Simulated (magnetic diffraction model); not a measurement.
**Solving a magnetic structure from powder neutron data: CeSi2IrPd**

Space group P4/nmm (no. 129, origin choice 1), a = 4.1760 Å, c = 9.9970 Å.

| site | atom | x | y | z |
| --- | --- | --- | --- | --- |
| 2b | Ir | 1/2 | 1/2 | 1/2 |
| 2c | Ce | 1/2 | 0 | 0.2453 |
| 2c | Pd | 0 | 1/2 | 0.1279 |
| 2a | Si | 1/2 | 1/2 | 0 |
| 2c | Si | 1/2 | 0 | 0.6333 |

The compound is invented for this exercise: a known structure type with other elements, its cell scaled to their sizes and not relaxed.

Only Ce is taken to order (form factors of Ce3+); orders and moment sizes are assumed, and not adapted to the symmetry. Radiation: neutrons of λ = 2.567 Å (absorption by Ir left out), 8° to 100°; isotropic B of 0.47 Å² (Ir), 0.51 Å² (Ce), 0.65 Å² (Pd) and 0.98 Å² (Si). The intensities are simulated: I ∝ L Σ (|F_N|² + |F_M⊥|²) for unpolarised neutrons, with F_M = 2.695 fm/μB × Σ f(s) S exp(2πi Q·r) exp(−B s²) at Q = H ± k (one set where k and −k are equivalent), only the part normal to Q counting and L = 1/(sin²θ cos θ). For collinear order S is the moment m, which repeats by lattice and centring translations R with the sign exp(−2πi k·R). Form factors are spin-only for 3d ions and dipole or tabulated for f ions, scattering lengths are Sears's of 1992, and absorption is left out. A label names one of the reflections at its angle. The strongest nuclear line in the range is 100, and lines under 0.2 are left out.

Above the ordering temperature:

```csv
2θ (°),index,I
14.75,(0 0 1),21.4
29.76,(0 0 2),18.7
38.91,(1 0 1),3.2
45.31,(0 0 3),6.4
47.22,(1 0 2),0.9
53.90,(1 1 1),19.1
59.05,(1 0 3),31.9
60.64,(1 1 2),100.0
61.80,(0 0 4),5.6
71.01,(1 1 3),5.0
75.86,(2 0 0),77.0
77.80,(2 0 1),4.5
79.87,(0 0 5),2.4
83.55,(2 0 2),13.4
84.57,(1 1 4),60.3
88.72,(2 1 1),1.6
90.75,(1 0 5),23.8
93.00,(2 0 3),9.6
94.39,(2 1 2),0.7
```

Below it (cell unchanged):

```
2θ (°)      I
 14.75   23.4
 29.76   18.7
 35.80    4.2
 38.91    3.2
 45.31    6.6
 47.22    3.9
 53.90   22.4
 59.05   31.9
 60.64  100.0
 61.80    5.6
 71.01    6.2
 73.53    0.9
 75.86   77.0
 77.80    6.0
 79.87    2.5
 83.55   13.4
 84.57   60.3
 86.83    1.3
 88.72    1.6
 90.75   23.8
 93.00   10.5
 94.39    2.8
```

**Question.** Find the propagation vector, then choose among these models:
A. collinear moments along [100], 1.5 μB on Ce; signs + at (1/2, 0, 0.2453), − at (0, 1/2, 0.7547)
B. collinear moments along [101], 1.5 μB on Ce; signs + at (1/2, 0, 0.2453), + at (0, 1/2, 0.7547)
C. collinear moments along [100], 1.5 μB on Ce; signs + at (1/2, 0, 0.2453), + at (0, 1/2, 0.7547)
D. collinear moments along [101], 1.5 μB on Ce; signs + at (1/2, 0, 0.2453), − at (0, 1/2, 0.7547)

No line moves, and magnetic intensity falls on nuclear lines such as the one at 53.90°; new lines at (1 0 0) and (2 1 0) have whole indices that obey the lattice centring, at places with no nuclear intensity to speak of, so the magnetic cell equals the chemical primitive cell: k = 0.

Magnetic intensity, observed (below minus above) and for each model:

| 2θ (°) | index | observed | A | B | C | D |
| --- | --- | --- | --- | --- | --- | --- |
| 14.75 | (0 0 1) | 2.0 | 13.7 | <0.2 | <0.2 | 2.0 |
| 29.76 | (0 0 2) | <0.2 | <0.2 | 0.5 | 3.3 | <0.2 |
| 35.80 | (1 0 0) | 4.2 | 2.2 | <0.2 | <0.2 | 4.2 |
| 38.91 | (1 0 1) | <0.2 | <0.2 | 6.1 | 4.3 | <0.2 |
| 47.22 | (1 0 2) | 3.0 | 3.5 | <0.2 | <0.2 | 3.0 |
| 53.90 | (1 1 1) | 3.3 | 2.1 | <0.2 | <0.2 | 3.3 |
| 59.05 | (1 0 3) | <0.2 | <0.2 | 1.4 | 2.5 | <0.2 |
| 88.72 | (2 1 1) | <0.2 | <0.2 | 2.5 | 1.4 | <0.2 |

Model D matches.

The structure used: k = (0 0 0), collinear moments along [101], 1.5 μB on Ce; signs + at (1/2, 0, 0.2453), − at (0, 1/2, 0.7547).

[Logs are printed without paths, hosts, clocks, repeated set-up lines and the standing remarks that a program may print on its own settings, such as how far it seeks lower states.]
